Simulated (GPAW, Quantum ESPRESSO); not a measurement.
# Cu K ELNES/XANES of ZnCu (Pm-3m) from DFT, part 2 of 4

Do two independent programs agree on the Cu K edge of ZnCu (Pm-3m)? The same cell and functional are run with XSpectra and with GPAW.

Quantum ESPRESSO 7.5 and GPAW 26.7.0; core-hole supercells, plane-wave PAW LDA.

So far. Step 2 (Ground state of the crystal (Quantum ESPRESSO)): The mesh shows no gap, so the system is treated as a metal and the core electron is put at the Fermi level (neutral cell). Step 3 (Spectrum without a core hole, Cu atom 2 (Quantum …): Main maxima below 30 eV (height): 15.4 eV (1.63) and 25.1 eV (1.19). A K edge sees empty p states on the absorber.

## (5) The atom with a core hole (Quantum ESPRESSO)

Level of this step: all-electron atom with a core hole and its PAW potential, LDA, scalar-relativistic (Quantum ESPRESSO).

The frozen core must hold the hole, so the absorber gets a data set of its own.

Input file Cu.lda-dn-kjpaw-1sch.ld1.in:

```
&input
   title='Cu', zed=29., rel=1, iswitch=3, dft='PZ',
   config='1s1 2s2 2p6 3s2 3p6 4s2 4p0 3d10'
/
&inputp
   file_pseudopw='Cu.lda-dn-kjpaw-1sch.UPF', author='',
   lpaw=.true.,
   pseudotype=3,
   lloc=-1,
   rcloc=1.9,
   which_augfun='PSQ',
   rmatch_augfun_nc=.true.,
   nlcc=.true.,
   new_core_ps=.true.,
   rcore=1.0,
   tm=.true.,
   zval=12,
   lgipaw_reconstruction=.true., use_paw_as_gipaw=.true.
/
6
4S  1  0  2.00  0.00  1.17  2.10  0.0
4S  1  0  0.00  6.10  1.17  2.10  0.0
4P  2  1  0.00  0.00  1.17  2.10  0.0
4P  2  1  0.00  6.30  1.17  2.10  0.0
3D  3  2  10.00  0.00  1.17  1.80  0.0
3D  3  2  0.00  -0.20  1.17  1.80  0.0
```

Launch:

```sh
> ld1.x < Cu.lda-dn-kjpaw-1sch.ld1.in > Cu.lda-dn-kjpaw-1sch.ld1.out
```

Output:

```text
     [... banner and references ...]
PAW data will be used for GIPAW calculation
     --------------------------- All-electron run ----------------------------

     Cu
     scalar relativistic calculation

     atomic number is 29.00
     dft =PZ   lsd =0 sic =0 latt =0  beta=0.20 tr2=1.0E-14
     Exchange-correlation= PZ
                           (   1   1   0   0   0   0   0)
     mesh =1199 r(mesh) = 100.25372 a.u. xmin = -7.00 dx = 0.01250
     1 Ry =  13.60569312 eV, c = 137.03599908

     n l     nl                  e(Ry)          e(Ha)          e(eV)
     1 0     1S 1( 1.00)      -673.7219      -336.8609     -9166.4529
     2 0     2S 1( 2.00)       -83.0473       -41.5236     -1129.9159
     2 1     2P 1( 6.00)       -73.5362       -36.7681     -1000.5110
[...]
3 2     3D 1(10.00)        -0.7898        -0.3949       -10.7453

     final scf error:  3.6E-15 reached in  23 iterations

     Etot =   -2643.535718 Ry,   -1321.767859 Ha,  -35967.135736 eV

     Ekin =    2675.040961 Ry,    1337.520480 Ha,   36395.786403 eV
     Encl =   -6539.748393 Ry,   -3269.874196 Ha,  -88977.809733 eV
     Eh   =    1335.868962 Ry,     667.934481 Ha,   18175.423154 eV
     Exc  =    -114.697248 Ry,     -57.348624 Ha,   -1560.535560 eV

     normalization and overlap integrals

     s(1S/1S) =  1.000000  <r> =   0.0517  <r2> =    0.0036  r(max) =   0.0341
     s(1S/2S) = -0.004157
     s(1S/3S) = -0.001547
     s(1S/4S) = -0.000367
     s(2S/2S) =  1.000000  <r> =   0.2298  <r2> =    0.0623  r(max) =   0.1935
[...]
s(2P/2P) =  1.000000  <r> =   0.1991  <r2> =    0.0486  r(max) =   0.1526
     s(2P/3P) = -0.000741
     s(2P/4P) = -0.000107
     s(3S/3S) =  1.000000  <r> =   0.6915  <r2> =    0.5532  r(max) =   0.5961
[...]
Encl =   -6539.748393 Ry,   -3269.874196 Ha,  -88977.809733 eV
     Eh   =    1335.868962 Ry,     667.934481 Ha,   18175.423154 eV
     Exc  =    -114.697248 Ry,     -57.348624 Ha,   -1560.535560 eV

     normalization and overlap integrals

[...]
s(2S/4S) = -0.000212
     s(2P/2P) =  1.000000  <r> =   0.1991  <r2> =    0.0486  r(max) =   0.1526
     s(2P/3P) = -0.000741
     s(2P/4P) = -0.000107
     s(3S/3S) =  1.000000  <r> =   0.6915  <r2> =    0.5532  r(max) =   0.5961
     s(3S/4S) = -0.000124
     s(3P/3P) =  1.000000  <r> =   0.7159  <r2> =    0.6064  r(max) =   0.5961
     s(3P/4P) = -0.000066
     s(4S/4S) =  1.000000  <r> =   2.6699  <r2> =    8.3652  r(max) =   2.1069
     s(4P/4P) =  1.000000  <r> =   4.1268  <r2> =   20.8534  r(max) =   3.0274
     s(3D/3D) =  1.000000  <r> =   0.9068  <r2> =    1.1188  r(max) =   0.5600

     ------------------------ End of All-electron run ------------------------

     ---------------------- Testing the pseudopotential ----------------------

     Cu
     scalar relativistic calculation

     atomic number is 29.00   valence charge is 12.00
     dft = SLA  PZ   NOGX NOGC   lsd =0 sic =0 latt =0  beta=0.20 tr2=1.0E-14
     mesh =1199 r(mesh) = 100.25372 xmin = -7.00 dx = 0.01250

     n l     nl             e AE (Ry)        e PS (Ry)    De AE-PS (Ry)
     1 0     4S   1( 2.00)       -0.44770       -0.44770        0.00000
     2 1     4P   1( 0.00)       -0.09469       -0.09469        0.00000
     3 2     3D   1(10.00)       -0.78977       -0.78977        0.00001

     eps = 8.1E-15  iter =  4

     Etot =   -2643.535718 Ry,   -1321.767859 Ha,  -35967.135736 eV
     Etotps =  -215.925849 Ry,    -107.962925 Ha,   -2937.820843 eV

     Ekin =     228.621191 Ry,     114.310595 Ha,    3110.549765 eV
     Encl =    -453.165261 Ry,    -226.582630 Ha,   -6165.627470 eV
     Ehrt =     123.315460 Ry,      61.657730 Ha,    1677.792311 eV
     Ecxc =    -114.697240 Ry,     -57.348620 Ha,   -1560.535448 eV
     (Ecc =     -19.984111 Ry,      -9.992055 Ha,    -271.897679 eV)

     ---------------------- End of pseudopotential test ----------------------
```

Run time: 0.65 s. Hardware: 1 MPI rank of Arm Neoverse V2, shared host; peak memory 0.13 GiB.

Removing the core electron and adding it to the valence shell costs the free atom 8992.5 eV.

## (6) Supercell with XCH, Cu atom 2 (Quantum ESPRESSO)

The holes are 6.6 Å apart. The excited electron is kept in the cell, where it fills the lowest empty states and screens the hole.

Input file scf.in:

```
&control
   calculation='scf', prefix='x', pseudo_dir='../pp', outdir='tmp', tprnfor=.true.
/
&system
   ibrav=0, nat=18, ntyp=3, nbnd=128
   ecutwfc=61, ecutrho=340
   occupations='smearing', smearing='mv', degauss=0.015
/
&electrons
   conv_thr=1.8e-07, electron_maxstep=120
   mixing_beta=0.5
/
ATOMIC_SPECIES
Zn 1.0 Zn.lda-dn-kjpaw.UPF
Cu0 1.0 Cu.lda-dn-kjpaw-1sch.UPF
Cu 1.0 Cu.lda-dn-kjpaw.UPF
CELL_PARAMETERS angstrom
  2.94500000 0.00000000 5.89000000
  -5.89000000 2.94500000 0.00000000
  0.00000000 -5.89000000 2.94500000
ATOMIC_POSITIONS crystal
Zn   0.38888889 0.94444444 0.72222222
Zn   0.83333333 0.16666667 0.83333333
Zn   0.72222222 0.61111111 0.05555556
Zn   0.61111111 0.05555556 0.27777778
Zn   0.27777778 0.38888889 0.94444444
Zn   0.50000000 0.50000000 0.50000000
Zn   0.16666667 0.83333333 0.16666667
Zn   0.05555556 0.27777778 0.38888889
Zn   0.94444444 0.72222222 0.61111111
Cu0  0.00000000 0.00000000 0.00000000
Cu   0.44444444 0.22222222 0.11111111
Cu   0.33333333 0.66666667 0.33333333
Cu   0.22222222 0.11111111 0.55555556
Cu   0.88888889 0.44444444 0.22222222
Cu   0.11111111 0.55555556 0.77777778
Cu   0.77777778 0.88888889 0.44444444
Cu   0.66666667 0.33333333 0.66666667
Cu   0.55555556 0.77777778 0.88888889
K_POINTS automatic
5 5 5 0 0 0
```

Launch:

```sh
> OMP_NUM_THREADS=1 mpirun --oversubscribe --bind-to none -np 4 pw.x -nk 4 -in scf.in > scf.out
```

Output:

```text
     [... banner and references ...]
[banner, memory and clock lines left out]
NOTICE: Bravais lattice has wrong number ( 3) of symmetries - symmetries are disabled
     using ibrav=0 with symmetry is DISCOURAGED, use correct ibrav instead

     G-vector sticks info

     bravais-lattice index     =            0
     lattice parameter (alat)  =      12.4443  a.u.
     unit-cell volume          =    1551.2972 (a.u.)^3
     number of atoms/cell      =           18
     number of atomic types    =            3
     number of electrons       =       208.00
     number of Kohn-Sham states=          128
     kinetic-energy cutoff     =      61.0000  Ry
     charge density cutoff     =     340.0000  Ry
     scf convergence threshold =      1.8E-07
     mixing beta               =       0.5000
     number of iterations used =            8  plain     mixing
     Exchange-correlation= SLA  PZ   NOGX NOGC
                           (   1   1   0   0   0   0   0)

     celldm(1)=  12.444263  celldm(2)=   0.000000  celldm(3)=   0.000000
     celldm(4)=   0.000000  celldm(5)=   0.000000  celldm(6)=   0.000000

     crystal axes: (cart. coord. in units of alat)
               a(1) = (   0.447214   0.000000   0.894427 )
               a(2) = (  -0.894427   0.447214   0.000000 )
               a(3) = (   0.000000  -0.894427   0.447214 )

     reciprocal axes: (cart. coord. in units 2 pi/alat)
               b(1) = (  0.248452  0.496904  0.993808 )
               b(2) = ( -0.993808  0.248452  0.496904 )
               b(3) = ( -0.496904 -0.993808  0.248452 )

     PseudoPot. #1 for Zn:     Pseudo is Projector augmented-wave + core cor, Zval = 12.0

[...]
iteration # 11     ecut=    61.00 Ry     beta= 0.50
     Davidson diagonalization with overlap
     ethr =  1.15E-09,  avg # of iterations =  2.0

     End of self-consistent calculation

          k = 0.0000 0.0000 0.0000 ( 12491 PWs)   bands (ev):

     1.7989   3.9446   3.9446   3.9798   4.0180   4.0181   4.3641   4.5091
     4.5184   4.5184   4.5285   4.5285   4.5449   4.5861   4.6362   4.6362
     4.6729   4.7021   4.7021   4.7096   4.7096   4.7661   4.7688   4.7688
[...]
17.7090  17.8113  17.8113  17.8890  17.8890  18.3265  18.3265  18.3542
    19.6742  19.8133  19.8133  19.8293  19.8293  19.9092  20.8114  20.8490

     [... bands of 62 further k-points ...]

     the Fermi energy is    12.4050 ev

!    total energy              =   -4025.50314762 Ry
     total all-electron energy =    -61363.651700 Ry
     estimated scf accuracy    <       0.00000009 Ry
     smearing contrib. (-TS)   =      -0.00006264 Ry
     internal energy E=F+TS    =   -4025.50308499 Ry

     The total energy is F=E-TS. E is the sum of the following terms:
     one-electron contribution =    -747.53029611 Ry
     hartree contribution      =     678.07003322 Ry
     xc contribution           =    -815.21663638 Ry
     ewald contribution        =   -1573.22976896 Ry
     one-center paw contrib.   =   -1567.59641676 Ry

     convergence has been achieved in  11 iterations

     Forces acting on atoms (cartesian axes, Ry/au):

     atom    1 type  1   force =     0.00647656    0.00704428    0.00610561
     atom    2 type  1   force =    -0.00685836    0.00672208   -0.00670045
     atom    3 type  1   force =     0.00620545   -0.00643804   -0.00709390
[...]
atom   17 type  3   force =    -0.00039226    0.00036200   -0.00028035
     atom   18 type  3   force =    -0.00043215    0.00018463   -0.00217262

     Total force =     0.032919     Total SCF correction =     0.000601

     XML data file, charge density, pseudopotentials, collected wavefunctions
```

It took 13 min on 4 MPI ranks; peak memory 0.77 GiB; 51 min of CPU time.

Energy with the hole: -834895.014 eV, cores included.

## (7) Spectrum with XCH, Cu atom 2 (Quantum ESPRESSO)

The Lanczos recursion gives the spectrum without computing empty bands; each polarisation needs a run of its own on the full k mesh. xe0 is set between filled and empty states, and states below it are cut, here at the Fermi level, which holds the excited electron. The file of filecore holds the core orbital, taken from the hole-free data set.

Input file xspectra.in:

```
&input_xspectra
   calculation='xanes_dipole', edge='K'
   prefix='x', outdir='tmp', xiabs=2, xe0=12.405
   xonly_plot=.false., x_save_file='xanes.sav'
   xniter=3000, xcheck_conv=20, xerror=0.005
   xcoordcrys=.false., xepsilon(1)=1, xepsilon(2)=0, xepsilon(3)=0
/
&plot
   xnepoint=413, xemin=-10, xemax=45, terminator=.true., cut_occ_states=.true.
   xgamma=0.4
/
&pseudos
   filecore='../Cu.wfc'
/
&cut_occ
   cut_desmooth=0.1, cut_stepl=0.05, cut_stepu=0.05, cut_ierror=1e-5
/
4 4 4 0 0 0
```

Launch:

```sh
> OMP_NUM_THREADS=1 mpirun --oversubscribe --bind-to none -np 4 xspectra.x -nk 4 -in xspectra.in > xspectra.out
```

Output:

```text
     [... banner and references ...]
Reading input_file

     calculation: xanes_dipole

     xepsilon  [cartesian coordinates]:   1.000000   0.000000   0.000000

     xonly_plot: FALSE
        => complete calculation: Lanczos + spectrum plot

     filecore (core-wavefunction file): ../Cu.wfc

     main plot parameters:
        cut_occ_states: TRUE
        gamma_mode:  constant
        -> using xgamma [eV]:  0.40
        xemin [eV]: -10.00
        xemax [eV]:  45.00
        xnepoint:  413
        xe0 [eV]:  12.405000 (energy zero read in input file)

     WARNING: variable ef_r is obsolete

                      Reading SCF save directory: x.save

     tmp/x.save/

     Exchange-correlation= PZ
                           (   1   1   0   0   0   0   0)

     G-vector sticks info

                           Getting the Fermi energy

     From SCF save directory:
        ehomo [eV]:   12.7327 (highest occupied level)
        elumo [eV]:   12.7719 (lowest occupied level)
        ef    [eV]:   12.7327

     -> ef (in eV) will be written in x_save_file

                           Energy zero of the spectrum

     -> ef will NOT be used as energy zero of the spectrum
       (because xe0 read in input file)

     G-vector sticks info

     bravais-lattice index     =            0
     lattice parameter (alat)  =      12.4443  a.u.
     unit-cell volume          =    1551.2972 (a.u.)^3
     number of atoms/cell      =           18
     number of atomic types    =            3
     number of electrons       =       208.00
     number of Kohn-Sham states=          128
     kinetic-energy cutoff     =      61.0000  Ry
     charge density cutoff     =     340.0000  Ry
     Exchange-correlation= PZ
                           (   1   1   0   0   0   0   0)

     celldm(1)=  12.444263  celldm(2)=   0.000000  celldm(3)=   0.000000
     celldm(4)=   0.000000  celldm(5)=   0.000000  celldm(6)=   0.000000

     crystal axes: (cart. coord. in units of alat)
               a(1) = (   0.447214   0.000000   0.894427 )
               a(2) = (  -0.894427   0.447214   0.000000 )
               a(3) = (   0.000000  -0.894427   0.447214 )

     reciprocal axes: (cart. coord. in units 2 pi/alat)
               b(1) = (  0.248452  0.496904  0.993808 )
               b(2) = ( -0.993808  0.248452  0.496904 )
               b(3) = ( -0.496904 -0.993808  0.248452 )

     PseudoPot. #1 for Zn:     Pseudo is Projector augmented-wave + core cor, Zval = 12.0

     PseudoPot. #2 for Cu:     Pseudo is Projector augmented-wave + core cor, Zval = 12.0

     PseudoPot. #3 for Cu:     Pseudo is Projector augmented-wave + core cor, Zval = 11.0

     atomic species   valence    mass     pseudopotential
     Zn               12.00     1.00000     Zn( 1.00)
     Cu0              12.00     1.00000     Cu( 1.00)
     Cu               11.00     1.00000     Cu( 1.00)

      2 Sym. Ops., with inversion, found

   Cartesian axes

     site n.     atom                  positions (alat units)
         1        Zn     tau(   1) = (  -0.6708204  -0.2236068   0.6708204  )
         2        Zn     tau(   2) = (   0.2236068  -0.6708204   1.1180340  )
         3        Zn     tau(   3) = (  -0.2236068   0.2236068   0.6708204  )
         4        Zn     tau(   4) = (   0.2236068  -0.2236068   0.6708204  )
         5        Zn     tau(   5) = (  -0.2236068  -0.6708204   0.6708204  )
         6        Zn     tau(   6) = (  -0.2236068  -0.2236068   0.6708204  )
         7        Zn     tau(   7) = (  -0.6708204   0.2236068   0.2236068  )
         8        Zn     tau(   8) = (  -0.2236068  -0.2236068   0.2236068  )
         9        Zn     tau(   9) = (  -0.2236068  -0.2236068   1.1180340  )
        10        Cu0    tau(  10) = (   0.0000000   0.0000000   0.0000000  )
        11        Cu     tau(  11) = (   0.0000000  -0.0000000   0.4472136  )
        12        Cu     tau(  12) = (  -0.4472136   0.0000000   0.4472136  )
        13        Cu     tau(  13) = (   0.0000000  -0.4472136   0.4472136  )
[...]
k(    4) = (  -0.3726780  -0.7453560   0.1863390), wk =   0.0312500
        k(    5) = (  -0.2484520   0.0621130   0.1242260), wk =   0.0312500
[...]
k(   62) = (  -0.6832430   0.3105650   1.1801470), wk =   0.0312500
        k(   63) = (  -0.8074690   0.0621130   1.2422600), wk =   0.0312500
        k(   64) = (  -0.9316950  -0.1863390   1.3043730), wk =   0.0312500

     Dense  grid:   164295 G-vectors     FFT dimensions: (  75,  75,  75)

     Smooth grid:    99749 G-vectors     FFT dimensions: (  64,  64,  64)

     The potential is recalculated from file :
     tmp/x.save/charge-density

     Starting wfcs are  162 atomic wfcs
     Checking if some PAW data can be deallocated...

               Reading core wavefunction file for the absorbing atom

     ../Cu.wfc successfully read

                              Attributing the PAW radii
                     for the absorbing atom [units: Bohr radius]

        PAW proj 1: r_paw(l= 0)= 3.15  (1.5*r_cut)
        PAW proj 2: r_paw(l= 0)= 3.15  (1.5*r_cut)
        PAW proj 3: r_paw(l= 1)= 3.15  (1.5*r_cut)
        PAW proj 4: r_paw(l= 1)= 3.15  (1.5*r_cut)
        PAW proj 5: r_paw(l= 2)= 2.70  (1.5*r_cut)
        PAW proj 6: r_paw(l= 2)= 2.70  (1.5*r_cut)

        NB: The calculation will not necessary use all these r_paw values.
            - For a edge in the electric-dipole approximation,
              only the r_paw(l=1) values are used.
            - For a K edge in the electric-quadrupole approximation,
              only the r_paw(l=2) values are used.

            - For a L2 or L3 edge in the electric-quadrupole approximation,

              all projectors (s, p and d) are used.

                          Starting XANES calculation
                     in the electric dipole approximation

     Method of calculation based on the Lanczos recursion algorithm
        - STEP 1: Construction of a kpoint-dependent Lanczos basis,
          in which the Hamiltonian is tridiagonal (each 'iter'
          corresponds to the calculation of one more Lanczos vector)
        - STEP 2: Calculation of the cross-section as a continued fraction
          averaged over the k-points.

     ... Begin STEP 1 ...

        Radial transition matrix element(s) used in the calculation of the
        initial vector of the Lanczos basis (|tilde{phi}_abs> normalized)
        | For PAW proj. (l=1) #1: radial matrix element =   0.003744213
        | For PAW proj. (l=1) #2: radial matrix element =   0.007051995

NB: the    16 k-point are not all listed below because npool=  4
        |-------------------------------------------------------------
        ! k-point #     1:  ( 0.0000,  0.0000,  0.0000),  0.0312,   1
        |-------------------------------------------------------------
 okvan= T
        |   Norm of the initial Lanczos vector: 0.52160567E-02
        |   Estimated error at iter     20:   1.01175107
        |   Estimated error at iter     40:   0.23116673
        |   Estimated error at iter     60:   0.16102298
        |   Estimated error at iter     80:   0.25974255
        |   Estimated error at iter    100:   0.20311255
[...]
!   => CONVERGED at iter    380 with error=  0.00326106
        |-------------------------------------------------------------
        ! k-point #     2:  (-0.1242, -0.2485,  0.0621),  0.0312,   1
        |-------------------------------------------------------------
 okvan= T
        |   Norm of the initial Lanczos vector: 0.52160604E-02
[...]
!   => CONVERGED at iter    620 with error=  0.00322195
        |-------------------------------------------------------------
     [... 13 further k-points ...]
        ! k-point #    16:  (-1.1180, -0.5590,  0.5590),  0.0312,   1
        |-------------------------------------------------------------
 okvan= T
        |   Norm of the initial Lanczos vector: 0.52160565E-02
[...]
|   Estimated error at iter    380:   0.01543923
        |   Estimated error at iter    400:   0.01255798
        |   Estimated error at iter    420:   0.01576265
        !   => CONVERGED at iter    440 with error=  0.00271247

     Results of STEP 1 successfully written in x_save_file
     x_save_file name:
     ->  xanes.sav
     x_save_file version:  2

     ... End STEP 1 ...

     ... Begin STEP 2 ...

     The spectrum is calculated using the following parameters:
        xe0 [eV]:   12.4050
        the occupied states are elimintate from the spectrum
        xemin [eV]: -10.00
        xemax [eV]:  45.00
        xnepoint:  413
        constant broadening parameter [eV]:    0.400
        Core level energy [eV]:  -8979.
         (from electron binding energy of neutral atoms in X-ray data booklet)

     Cross-section successfully written in xanes.dat

     ... End STEP 2 ...

                                END JOB XSpectra
```

Run time: 2.9 min. Hardware: 4 MPI ranks; peak memory 0.24 GiB; 12 min of CPU time.

The Cu K spectrum, Cu atom 2, excited-electron core hole (neutral cell) (energy from the energy zero of the input (xe0, at the border of filled and empty states); intensity scaled to a mean of 1 over the first 20 eV; folded afterwards to Lorentzian half width 0.78 eV up to 4 eV, rising linearly to 1.75 eV at 25 eV; the points at xe0, where the cut of filled states can leave a spike, are interpolated):

```
E (eV)  intensity
 -2.00       0.09
 -1.25       0.12
 -0.50       0.19
  0.25       0.32
  1.00       0.39
  1.75       0.43
  2.50       0.56
  3.25       0.66
  4.00       0.74
  4.75       0.80
  5.50       0.93
  6.25       0.99
  7.00       0.99
  7.75       0.98
  8.50       1.02
  9.25       1.10
 10.00       1.12
 10.75       1.11
 11.50       1.15
 12.25       1.23
 13.00       1.36
 13.75       1.45
 14.50       1.46
 15.25       1.44
 16.00       1.38
 16.75       1.28
 17.50       1.16
 18.25       1.03
 19.00       0.94
 19.75       0.91
 20.50       0.90
 21.25       0.92
 22.00       0.97
 22.75       1.02
 23.50       1.05
 24.25       1.06
 25.00       1.06
 25.75       1.05
 26.50       1.07
 27.25       1.10
 28.00       1.13
 28.75       1.13
 29.50       1.13
 30.25       1.15
 31.00       1.20
 31.75       1.25
```

Main maxima below 30 eV (height): 14.2 eV (1.46). 

The total-energy difference is 8995.97 eV. One term is added: -29.79 eV, since the hole is spin-paired here and a spin-polarised one costs that much less in the free atom (computed apart). The photon energy is then 8966.18 eV. The tabulated edge of the element is 8979 eV. The functional leaves an error in such absolute values: in the free atom LDA prices this hole 18.3 eV below PBE (computed apart), and PBE is itself good to a few eV.

(Part 2 of 4 ends here.)

[Banner, clock and machine lines of the logs are left out without a mark of their own.]

[Logs are printed without paths, hosts, clocks, repeated set-up lines and the standing remarks that a program may print on its own settings, such as how far it seeks lower states.]

[Hosts, paths, dates, database ids (printed as entryN), source tags and the programs' standing remarks are cut or masked in the printed files.]

[Lists of maxima count a maximum above −3 eV only where it reaches 4 % of the highest in the window and stands out from its surroundings by 2 % of it (1.5 % where it reaches 55 %); shoulders and weaker maxima are passed over, and of the rest the first, up to two pre-edge ones and the few strongest are named.]
